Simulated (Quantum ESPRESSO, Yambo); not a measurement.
# InF3 (R-3c): one start, several treatments of the self-energy, part 2 of 2

Aim: compare treatments of exchange, screening and correlation for the gap of InF3 (R-3c).

Quantum ESPRESSO 7.5 and Yambo 5.3.0; LDA and many-body steps on it, plane waves. Known limits of the many-body steps: not at the basis limit; no spin-orbit coupling.

So far. Step 2 (Empty states on the mesh, 4×4×4 mesh, 265 bands): On this mesh the gap is 4.009 eV. Step 4 (G0W0, Godby-Needs plasmon pole): The gap on the mesh goes from 4.01 eV to 7.80 eV, a correction of +3.79 eV.

### 5. One-shot COHSEX

This step: one-shot COHSEX on LDA, plane waves, norm-conserving pseudopotentials.

gw4.in reads:

```
HF_and_locXC
gw0
dyson
cohsex
em1s
rim_cut
RandQpts= 1000000
RandGvec= 1 RL
EXXRLvcs= 80 Ry
VXCRLvcs= 320 Ry
Chimod= "HARTREE"
% BndsRnXs
 1 | 133 |
%
NGsBlkXs= 7 Ry
% LongDrXs
 1 | 1 | 1 |
%
% GbndRnge
 1 | 133 |
%
DysSolver= "n"
ExtendOut
% QPkrange
 7 | 7 | 41 | 44 |
 1 | 1 | 41 | 44 |
%
```

Launch:

```sh
$ OMP_NUM_THREADS=2 mpirun -n 2 yambo -F gw4.in -J gw4 -C gw4 > gw4.log
```

The log of the run:

```text
 Yambo, version 5.3.0

 [02] CORE Variables Setup
 =========================

  [... cell, symmetries and grids as in the set-up ...]

  [02.05] Energies & Occupations
  ==============================

  [X] === General ===
  [X] Electronic Temperature                        :  0.000000  0.000000 [eV K]
  [X] Bosonic    Temperature                        :  0.000000  0.000000 [eV K]
  [X] Finite Temperature mode                       : no
  [X] El. density                                   :  0.72974E+24 [cm-3]
  [X] Fermi Level                                   :  2.393526 [eV]

  [X] === Gaps and Widths ===
  [X] Conduction Band Min                           :  4.009337 [eV]
  [X] Valence Band Max                              :  0.000000 [eV]
  [X] Filled Bands                                  :   42
  [X] Empty Bands                                   :   43  265
  [X] Direct Gap                                    :  4.041772 [eV]
  [X] Direct Gap localized at k                     :  1
  [X] Indirect Gap                                  :  4.009337 [eV]
  [X] Indirect Gap between kpts                     :   7   1
  [X] Last valence band width                       :  0.129179 [eV]
  [X] 1st conduction band width                     :  3.087633 [eV]

 [03] Transferred momenta grid and indexing
 ==========================================

 IBZ Q-points                                      :  14
 BZ  Q-points                                      :   64

 K/Q-points units:
 rlu = crystal or reduced units; cc = cartesian coordinates; iku = interal k-units

 Q [ 1]         [rlu]:  0.000000  0.000000  0.000000
 Q [ 2]         [rlu]: -0.34882E-16 -0.34882E-16  0.25000
 Q [ 3]         [rlu]:  0.49282E-16  0.49282E-16 -0.50000
[...]
QP @ state[ 2 ] K range:   7   7
 QP @ state[ 2 ] b range:   41   44

 [xc] Functional : Slater exchange(X)+Perdew & Wang(C)
 [xc] LIBXC used to calculate xc functional
  PP Number of Atomic Species                      :  2
  NLCC RL compoments                               :   74873
  PP Number of Atomic Species                      :  2
  NLCC RL compoments                               :   74873

 [xc] E_xc :  -59.69010 [Ha]
      E_xc :  -119.3802 [Ry]

  Local XC kind (lXC) : Slater exchange(X)+Perdew & Wang(C)
  Non-Local XC kind (nlXC) : Hartree-Fock

  Corrections @ K [1] :  [eV]
 <41|nlXC|41> = -30.71631  0.29348E-17 <41|lXC|41> = -22.75048 -0.37763E-15
 <42|nlXC|42> = -30.71631 -0.23130E-16 <42|lXC|42> = -22.75048  0.13723E-31
 <43|nlXC|43> = -10.34929  0.11475E-18 <43|lXC|43> = -15.00348  0.70805E-16
[...]
Corrections @ K [7] :  [eV]
[...]
<43|nlXC|43> = -12.86166  0.90957E-18 <43|lXC|43> = -18.19567 -0.18884E-15
 <44|nlXC|44> = -13.06259 -0.84650E-18 <44|lXC|44> = -19.12037  0.18885E-15

 [08] Dyson equation: Newton solver
 ==================================

 [Newton] Sc step       :  0.100000 [eV]
 [Newton] Sc steps      :  1

  [08.01] G0W0 (COHSEX)
  =====================

  [  GW  ] Bands range     :    1   44

  QP @ state[ 1 ] K range:  1  1
  QP @ state[ 1 ] b range:   41   44
  QP @ state[ 2 ] K range:   7   7
  QP @ state[ 2 ] b range:   41   44

   Sc Empty Bands                                   : no
   Sc bands terminator                              : no
   Sx RL components                                 :   9339

   QP @ state[ 1 ] K range                          :  1  1
   QP @ state[ 1 ] b range                          :   41   44
   QP @ state[ 2 ] K range                          :   7   7
   QP @ state[ 2 ] b range                          :   41   44
   GF WF`s kind                                     : Slater exchange(X)+Perdew & Wang(C)
   Xs energies kind                                 : Slater exchange(X)+Perdew & Wang(C)
   Xs WF`s kind                                     : Slater exchange(X)+Perdew & Wang(C)

 [11] Game Over & Game summary
```

Elapsed: 10 min, on 2 MPI ranks of Arm Neoverse V2, shared host; peak memory 3.2 GiB.

This step gave:

| Item | Value |
| --- | --- |
| quasiparticle gap on the points computed | 8.766 eV |
| starting gap on the mesh | 4.009 eV |
| k of the valence top | 0, -0.5, -0.5 |
| k of the conduction bottom | 0, 0, 0 |
| least direct quasiparticle gap on the computed points | 8.906 eV |
| Z at the valence top | 1 |
| Z at the conduction bottom | 1 |

Against G0W0 in Yambo (4×4×4 mesh, 133 bands, screening to 95.2 eV, Godby-Needs plasmon pole), the gap moves by +0.969 eV.

### 6. One-shot Hartree-Fock

This step: one-shot Hartree-Fock on LDA, plane waves, norm-conserving pseudopotentials.

gw5.in reads:

```
HF_and_locXC
rim_cut
RandQpts= 1000000
RandGvec= 1 RL
EXXRLvcs= 80 Ry
VXCRLvcs= 320 Ry
% QPkrange
 7 | 7 | 41 | 44 |
 1 | 1 | 41 | 44 |
%
```

Launch:

```sh
$ OMP_NUM_THREADS=2 mpirun -n 2 yambo -F gw5.in -J gw5 -C gw5 > gw5.log
```

The log of the run:

```text
 Yambo, version 5.3.0

 [02] CORE Variables Setup
 =========================

  [... cell, symmetries and grids as in the set-up ...]

  [02.05] Energies & Occupations
  ==============================

  [X] === General ===
  [X] Electronic Temperature                        :  0.000000  0.000000 [eV K]
  [X] Bosonic    Temperature                        :  0.000000  0.000000 [eV K]
  [X] Finite Temperature mode                       : no
  [X] El. density                                   :  0.72974E+24 [cm-3]
[...]
[xc] E_xc :  -59.69010 [Ha]
      E_xc :  -119.3802 [Ry]

  Local XC kind (lXC) : Slater exchange(X)+Perdew & Wang(C)
  Non-Local XC kind (nlXC) : Hartree-Fock

  Corrections @ K [1] :  [eV]
 <41|nlXC|41> = -30.71631  0.29348E-17 <41|lXC|41> = -22.75048 -0.37763E-15
 <42|nlXC|42> = -30.71631 -0.23130E-16 <42|lXC|42> = -22.75048  0.13723E-31
 <43|nlXC|43> = -10.34929  0.11475E-18 <43|lXC|43> = -15.00348  0.70805E-16
[...]
Corrections @ K [7] :  [eV]
[...]
<43|nlXC|43> = -12.86166  0.90957E-18 <43|lXC|43> = -18.19567 -0.18884E-15
 <44|nlXC|44> = -13.06259 -0.84650E-18 <44|lXC|44> = -19.12037  0.18885E-15

 [08] Game Over & Game summary
```

Wall time 29 s (2 MPI ranks); peak memory 3.2 GiB; 1.8 min of CPU time.

Numbers from this step:

| Quantity | Value |
| --- | --- |
| quasiparticle gap on the mesh | 16.09 eV |
| starting gap on the mesh | 4.009 eV |
| k of the valence top | 0, -0.5, -0.5 |
| k of the conduction bottom | 0, 0, 0 |
| least direct quasiparticle gap on the computed points | 16.66 eV |

Against G0W0 in Yambo (4×4×4 mesh, 133 bands, screening to 95.2 eV, Godby-Needs plasmon pole), the gap moves by +8.293 eV.

### 7. The runs together

Times are wall times on 2 MPI ranks of Arm Neoverse V2, shared host, good to a factor of about two.

```
                           run   mesh  bands  screening cutoff (eV)  DFT gap (eV)  gap on the mesh (eV)  direct (eV)    time
G0W0, Godby-Needs plasmon pole  4×4×4    133                   95.2         4.009                 7.798        7.847  11 min
               one-shot COHSEX  4×4×4    133                   95.2         4.009                 8.766        8.906  10 min
         one-shot Hartree-Fock  4×4×4      -                      -         4.009                16.091       16.662    29 s
```

### 8. Outcome

| Property | Result |
| --- | --- |
| G0W0, Godby-Needs plasmon pole | 7.798 eV |
| one-shot COHSEX | 8.766 eV |
| one-shot Hartree-Fock | 16.091 eV |
| known limits | not at the basis limit; no spin-orbit coupling |

In words: One-shot COHSEX: +0.969 eV against G0W0, Godby-Needs plasmon pole. One-shot Hartree-Fock: +8.293 eV against G0W0, Godby-Needs plasmon pole. Bare exchange alone opens the gap to 16.09 eV; against G0W0, correlation takes back 8.29 eV. Static COHSEX lies above G0W0: it lacks the factor Z and overstates the Coulomb hole of the filled states. Bands and cutoff are finite, so the gap is not at the basis limit. The miss can reach some tenths of an eV and take either sign; the mesh is an error of its own. The many-body steps are scalar-relativistic: spin-orbit coupling is not in them.

[Paths, hosts, dates, memory and timing lines, banners, echoed tables and standing remarks are left out of the program output.]

[Logs are printed without paths, hosts, clocks, repeated set-up lines and the standing remarks that a program may print on its own settings, such as how far it seeks lower states.]

[Runs of the session that timed out or met a known fault of the program may be left out.]

[Hosts, paths, dates, database ids (printed as entryN), source tags and the programs' standing remarks are cut or masked in the printed files.]
